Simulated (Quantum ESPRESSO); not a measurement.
# LiH (Fm-3m): phonons against volume, part 3 of 8

Wanted: mode Grüneisen parameters of LiH and a free-energy fit over volumes.

Experimental results on record:
- heat capacity C_P per formula unit 28.1 J/mol/K and bulk modulus 33.7 GPa near room temperature (given in “High-Throughput Prediction of Finite-Temperature Properties using the Quasi-Harmonic Approximation”, 2016, arXiv:1603.06924)

Quantum ESPRESSO 7.5; DFT LDA, scalar-relativistic, plane waves, GBRV ultrasoft pseudopotentials.

So far. Step 2 (A first coarse run): The start is under -4.0 GPa at this level and looks like an insulator or semiconductor on this mesh. Step 3 (Relaxation): After the last step pw.x solved the final cell once more on a basis chosen for it, which moves the energy without moving the atoms.

The database entry behind the starting cell differs from later determinations by our own check (the deuteride, about 0.2 % short), so it need not match the best structure at ambient conditions.

## Step 4: Self-consistent run

A tight ground state at this cell gives the energy of this member; its pressure is the stress at this cutoff, which can carry an offset from the finite basis.

scf.in reads:

```
 &control
    calculation='scf',
    prefix='x',
    outdir='./tmp',
    pseudo_dir='./pseudo',
    tprnfor=.true.,
    tstress=.true.,
 /
 &system
    ibrav=0,
    nat=2,
    ntyp=2,
    ecutwfc=45.0,
    ecutrho=270.0,
    occupations='fixed',
    nbnd=4,
 /
 &electrons
    conv_thr=1.0d-12,
    mixing_beta=0.7,
    electron_maxstep=100,
 /
ATOMIC_SPECIES
 Li      6.9400  Li.upf
 H       1.0080  H.upf
CELL_PARAMETERS angstrom
     0.000000000    1.955100079    1.955100079
     1.955100079    0.000000000    1.955100079
     1.955100079    1.955100079    0.000000000
ATOMIC_POSITIONS crystal
 Li     0.000000000   0.000000000   0.000000000
 H      0.500000000   0.500000000   0.500000000
K_POINTS automatic
 10 10 10 0 0 0
```

On the command line:

```
OMP_NUM_THREADS=1 mpirun -n 8 pw.x -nk 8 -in scf.in > scf.out
```

What it wrote:

```text
[banner, memory and clock lines left out]
Program PWSCF v.7.5

     Message from routine setup:
     using ibrav=0 with symmetry is DISCOURAGED, use correct ibrav instead

     G-vector sticks info

     bravais-lattice index     =            0
     lattice parameter (alat)  =       5.2250  a.u.
     unit-cell volume          =     100.8634 (a.u.)^3
     number of atoms/cell      =            2
     number of atomic types    =            2
     number of electrons       =         4.00
     number of Kohn-Sham states=            4
     kinetic-energy cutoff     =      45.0000  Ry
     charge density cutoff     =     270.0000  Ry
     scf convergence threshold =      1.0E-12
     mixing beta               =       0.7000
     number of iterations used =            8  plain     mixing
     Exchange-correlation=  SLA  PZ   NOGX NOGC
                           (   1   1   0   0   0   0   0)

     celldm(1)=   5.224959  celldm(2)=   0.000000  celldm(3)=   0.000000
     celldm(4)=   0.000000  celldm(5)=   0.000000  celldm(6)=   0.000000

     crystal axes: (cart. coord. in units of alat)
               a(1) = (   0.000000   0.707107   0.707107 )
               a(2) = (   0.707107   0.000000   0.707107 )
               a(3) = (   0.707107   0.707107   0.000000 )

     reciprocal axes: (cart. coord. in units 2 pi/alat)
               b(1) = ( -0.707107  0.707107  0.707107 )
               b(2) = (  0.707107 -0.707107  0.707107 )
               b(3) = (  0.707107  0.707107 -0.707107 )

     PseudoPot. # 1 for Li read from file:
     ./pseudo/Li.upf
     Pseudo is Ultrasoft, Zval =  3.0
     Using radial grid of  751 points,  5 beta functions with:
                l(1) =   0
                l(2) =   0
                l(3) =   0
                l(4) =   1
                l(5) =   1
     Q(r) pseudized with 10 coefficients,  rinner =    1.150   1.150   1.150

     PseudoPot. # 2 for H  read from file:
     ./pseudo/H.upf
     Pseudo is Ultrasoft, Zval =  1.0
     Using radial grid of  615 points,  2 beta functions with:
                l(1) =   0
                l(2) =   0
     Q(r) pseudized with  8 coefficients,  rinner =    0.700

     atomic species   valence    mass     pseudopotential
     Li                3.00     6.94000     Li( 1.00)
     H                 1.00     1.00800     H ( 1.00)

     48 Sym. Ops., with inversion, found

   Cartesian axes

     site n.     atom                  positions (alat units)
         1        Li     tau(   1) = (   0.0000000   0.0000000   0.0000000  )
         2        H      tau(   2) = (   0.7071068   0.7071068   0.7071068  )

     number of k points=    47
                       cart. coord. in units 2pi/alat
        k(    1) = (   0.0000000   0.0000000   0.0000000), wk =   0.0020000
        k(    2) = (   0.0707107   0.0707107  -0.0707107), wk =   0.0160000
        k(    3) = (   0.1414214   0.1414214  -0.1414214), wk =   0.0160000
        k(    4) = (   0.2121320   0.2121320  -0.2121320), wk =   0.0160000
        k(    5) = (   0.2828427   0.2828427  -0.2828427), wk =   0.0160000
        k(    6) = (  -0.3535534  -0.3535534   0.3535534), wk =   0.0080000
        k(    7) = (   0.1414214  -0.0000000   0.0000000), wk =   0.0120000
        k(    8) = (   0.2121320   0.0707107  -0.0707107), wk =   0.0480000
        k(    9) = (   0.2828427   0.1414214  -0.1414214), wk =   0.0480000
        k(   10) = (   0.3535534   0.2121320  -0.2121320), wk =   0.0480000
        k(   11) = (  -0.2828427  -0.4242641   0.4242641), wk =   0.0480000
        k(   12) = (  -0.2121320  -0.3535534   0.3535534), wk =   0.0480000
        k(   13) = (  -0.1414214  -0.2828427   0.2828427), wk =   0.0480000
        k(   14) = (  -0.0707107  -0.2121320   0.2121320), wk =   0.0480000
        k(   15) = (   0.0000000  -0.1414214   0.1414214), wk =   0.0240000
        k(   16) = (   0.2828427  -0.0000000   0.0000000), wk =   0.0120000
[...]
k(   40) = (   0.0000000  -0.2828427   0.4242641), wk =   0.0480000
        k(   41) = (  -0.1414214  -0.5656854   0.7071068), wk =   0.0480000
        k(   42) = (  -0.0707107  -0.4949747   0.6363961), wk =   0.0960000
        k(   43) = (   0.0000000  -0.4242641   0.5656854), wk =   0.0480000
        k(   44) = (  -0.7071068   0.1414214   0.0000000), wk =   0.0240000
        k(   45) = (  -0.1414214  -0.4242641   0.7071068), wk =   0.0480000
        k(   46) = (  -0.0707107  -0.3535534   0.6363961), wk =   0.0480000
        k(   47) = (  -0.7071068   0.2828427   0.0000000), wk =   0.0240000

     Dense  grid:     7631 G-vectors     FFT dimensions: (  27,  27,  27)

     Smooth grid:     4111 G-vectors     FFT dimensions: (  24,  24,  24)

     Initial potential from superposition of free atoms

     starting charge       3.5492, renormalised to       4.0000
     Starting wfcs are    6 randomized atomic wfcs

     per-process dynamical memory:     9.8 Mb

     Self-consistent Calculation

     iteration #  1     ecut=    45.00 Ry     beta= 0.70
     Davidson diagonalization with overlap
     ethr =  1.00E-02,  avg # of iterations =  2.6

     total energy              =     -15.49607583 Ry
     estimated scf accuracy    <       0.15043770 Ry

     iteration #  2     ecut=    45.00 Ry     beta= 0.70
     Davidson diagonalization with overlap
     ethr =  3.76E-03,  avg # of iterations =  1.0

     total energy              =     -15.51156582 Ry
     estimated scf accuracy    <       0.00351995 Ry

     iteration #  3     ecut=    45.00 Ry     beta= 0.70
     Davidson diagonalization with overlap
     ethr =  8.80E-05,  avg # of iterations =  2.4

     total energy              =     -15.51351667 Ry
     estimated scf accuracy    <       0.00009077 Ry

     iteration #  4     ecut=    45.00 Ry     beta= 0.70
     Davidson diagonalization with overlap
     ethr =  2.27E-06,  avg # of iterations =  3.7

     total energy              =     -15.51354749 Ry
     estimated scf accuracy    <       0.00000138 Ry

     iteration #  5     ecut=    45.00 Ry     beta= 0.70
     Davidson diagonalization with overlap
     ethr =  3.45E-08,  avg # of iterations =  2.9

     total energy              =     -15.51354854 Ry
     estimated scf accuracy    <       0.00000006 Ry

     iteration #  6     ecut=    45.00 Ry     beta= 0.70
     Davidson diagonalization with overlap
     ethr =  1.40E-09,  avg # of iterations =  1.9

     total energy              =     -15.51354855 Ry
     estimated scf accuracy    <          1.1E-09 Ry

     iteration #  7     ecut=    45.00 Ry     beta= 0.70
     Davidson diagonalization with overlap
     ethr =  2.74E-11,  avg # of iterations =  2.5

     total energy              =     -15.51354855 Ry
     estimated scf accuracy    <          1.1E-09 Ry

     iteration #  8     ecut=    45.00 Ry     beta= 0.70
     Davidson diagonalization with overlap
     ethr =  2.70E-11,  avg # of iterations =  1.3

     total energy              =     -15.51354855 Ry
     estimated scf accuracy    <          5.9E-12 Ry

     iteration #  9     ecut=    45.00 Ry     beta= 0.70
     Davidson diagonalization with overlap
     ethr =  1.47E-13,  avg # of iterations =  3.4

     End of self-consistent calculation

          k = 0.0000 0.0000 0.0000 (   531 PWs)   bands (ev):

   -42.3591  -4.8153  18.1467  19.1852

          k = 0.0707 0.0707-0.0707 (   531 PWs)   bands (ev):

   -42.3525  -4.6378  16.2083  18.5098

          k = 0.1414 0.1414-0.1414 (   522 PWs)   bands (ev):

   -42.3352  -4.1167  12.6174  17.2954

          k = 0.2121 0.2121-0.2121 (   510 PWs)   bands (ev):

   -42.3137  -3.3098   9.2865  16.1883

          k = 0.2828 0.2828-0.2828 (   516 PWs)   bands (ev):

   -42.2964  -2.4177   6.8137  15.4548

          k =-0.3536-0.3536 0.3536 (   502 PWs)   bands (ev):

   -42.2897  -1.9683   5.8292  15.2008

          k = 0.1414-0.0000 0.0000 (   532 PWs)   bands (ev):

   -42.3503  -4.5754  16.6716  17.4769

          k = 0.2121 0.0707-0.0707 (   518 PWs)   bands (ev):

   -42.3366  -4.1582  13.8272  16.3913

          k = 0.2828 0.1414-0.1414 (   517 PWs)   bands (ev):

   -42.3166  -3.4216  10.3657  15.1465

          k = 0.3536 0.2121-0.2121 (   513 PWs)   bands (ev):

   -42.2979  -2.4988   7.5430  14.1469

          k =-0.2828-0.4243 0.4243 (   508 PWs)   bands (ev):

   -42.2878  -1.8042   5.9648  13.5475

          k =-0.2121-0.3536 0.3536 (   517 PWs)   bands (ev):

   -42.2899  -1.9735   6.3163  13.3806

          k =-0.1414-0.2828 0.2828 (   514 PWs)   bands (ev):

   -42.3037  -2.8209   8.4059  13.6250

          k =-0.0707-0.2121 0.2121 (   523 PWs)   bands (ev):

   -42.3237  -3.7074  11.5267  14.2457

          k = 0.0000-0.1414 0.1414 (   519 PWs)   bands (ev):

   -42.3423  -4.3416  14.8954  15.4914

          k = 0.2828-0.0000 0.0000 (   524 PWs)   bands (ev):

   -42.3275  -3.8317  13.7502  15.1017

          k = 0.3536 0.0707-0.0707 (   512 PWs)   bands (ev):

[...]
k = 0.4243 0.1414-0.1414 (   509 PWs)   bands (ev):

[...]
k =-0.2121-0.4950 0.4950 (   516 PWs)   bands (ev):

[...]
k =-0.1414-0.4243 0.4243 (   522 PWs)   bands (ev):

[...]
k =-0.0707-0.3536 0.3536 (   513 PWs)   bands (ev):

[...]
k = 0.0000-0.2828 0.2828 (   515 PWs)   bands (ev):

[...]
k = 0.4243 0.0000-0.0000 (   508 PWs)   bands (ev):

[...]
k = 0.4950 0.0707-0.0707 (   513 PWs)   bands (ev):

[...]
k =-0.1414-0.5657 0.5657 (   515 PWs)   bands (ev):

[...]
k =-0.0707-0.4950 0.4950 (   515 PWs)   bands (ev):

[...]
k =-0.0000-0.4243 0.4243 (   520 PWs)   bands (ev):

[...]
k = 0.5657-0.0000 0.0000 (   496 PWs)   bands (ev):

[...]
k =-0.0707-0.6364 0.6364 (   504 PWs)   bands (ev):

[...]
k = 0.0000-0.5657 0.5657 (   510 PWs)   bands (ev):

[...]
k =-0.7071 0.0000 0.0000 (   524 PWs)   bands (ev):

[...]
k = 0.2828 0.1414 0.0000 (   522 PWs)   bands (ev):

[...]
k = 0.3536 0.2121-0.0707 (   518 PWs)   bands (ev):

[...]
k =-0.2828-0.4243 0.5657 (   517 PWs)   bands (ev):

[...]
k =-0.2121-0.3536 0.4950 (   516 PWs)   bands (ev):

[...]
k = 0.4243 0.1414-0.0000 (   517 PWs)   bands (ev):

[...]
k =-0.2121-0.4950 0.6364 (   516 PWs)   bands (ev):

[...]
k =-0.1414-0.4243 0.5657 (   510 PWs)   bands (ev):

[...]
k =-0.0707-0.3536 0.4950 (   512 PWs)   bands (ev):

[...]
k = 0.0000-0.2828 0.4243 (   518 PWs)   bands (ev):

   -42.2883  -1.8210   8.5438   9.0395

          k =-0.1414-0.5657 0.7071 (   505 PWs)   bands (ev):

   -42.2764  -0.5687   6.0528   9.9702

          k =-0.0707-0.4950 0.6364 (   508 PWs)   bands (ev):

   -42.2706   0.3215   5.0254   8.4113

          k = 0.0000-0.4243 0.5657 (   515 PWs)   bands (ev):

   -42.2712   0.1508   5.4881   7.6782

          k =-0.7071 0.1414 0.0000 (   500 PWs)   bands (ev):

   -42.2688   0.9148   3.9479   9.5878

          k =-0.1414-0.4243 0.7071 (   507 PWs)   bands (ev):

   -42.2739  -0.2976   6.5817   7.3940

          k =-0.0707-0.3536 0.6364 (   512 PWs)   bands (ev):

   -42.2705   0.2777   5.9552   6.7720

          k =-0.7071 0.2828 0.0000 (   512 PWs)   bands (ev):

   -42.2685   0.7491   5.1026   7.0094

     highest occupied, lowest unoccupied level (ev):     1.0229    3.5619

!    total energy              =     -15.51354855 Ry
     estimated scf accuracy    <          8.8E-13 Ry

     The total energy is the sum of the following terms:
     one-electron contribution =      -7.66950725 Ry
     hartree contribution      =       3.19947881 Ry
     xc contribution           =      -3.95385335 Ry
     ewald contribution        =      -7.08966676 Ry

     convergence has been achieved in   9 iterations

     Forces acting on atoms (cartesian axes, Ry/au):

     atom    1 type  1   force =     0.00000000    0.00000000   -0.00000000
     atom    2 type  2   force =    -0.00000000   -0.00000000    0.00000000

     Total force =     0.000000     Total SCF correction =     0.000000

     Computing stress (Cartesian axis) and pressure

          total   stress  (Ry/bohr**3)                   (kbar)     P=       -0.03
  -0.00000022   0.00000000   0.00000000           -0.03        0.00        0.00
   0.00000000  -0.00000022   0.00000000            0.00       -0.03        0.00
   0.00000000   0.00000000  -0.00000022            0.00        0.00       -0.03

     XML data file, charge density, pseudopotentials, collected wavefunctions
```

Wall time 0.93 s (8 MPI ranks of Arm Neoverse V2, shared host).

On a basis chosen for the relaxed cell the pressure is -0.0030 GPa, small enough for phonons.

(Part 3 of 8 ends here.)

[Logs are printed without paths, hosts, clocks, repeated set-up lines and the standing remarks that a program may print on its own settings, such as how far it seeks lower states.]

[Hosts, paths, dates, database ids (printed as entryN), source tags and the programs' standing remarks are cut or masked in the printed files.]

[A step with changed settings may run another functional than the one named; its input shows which.]

[Of the runs on displaced cells, only some may be shown.]
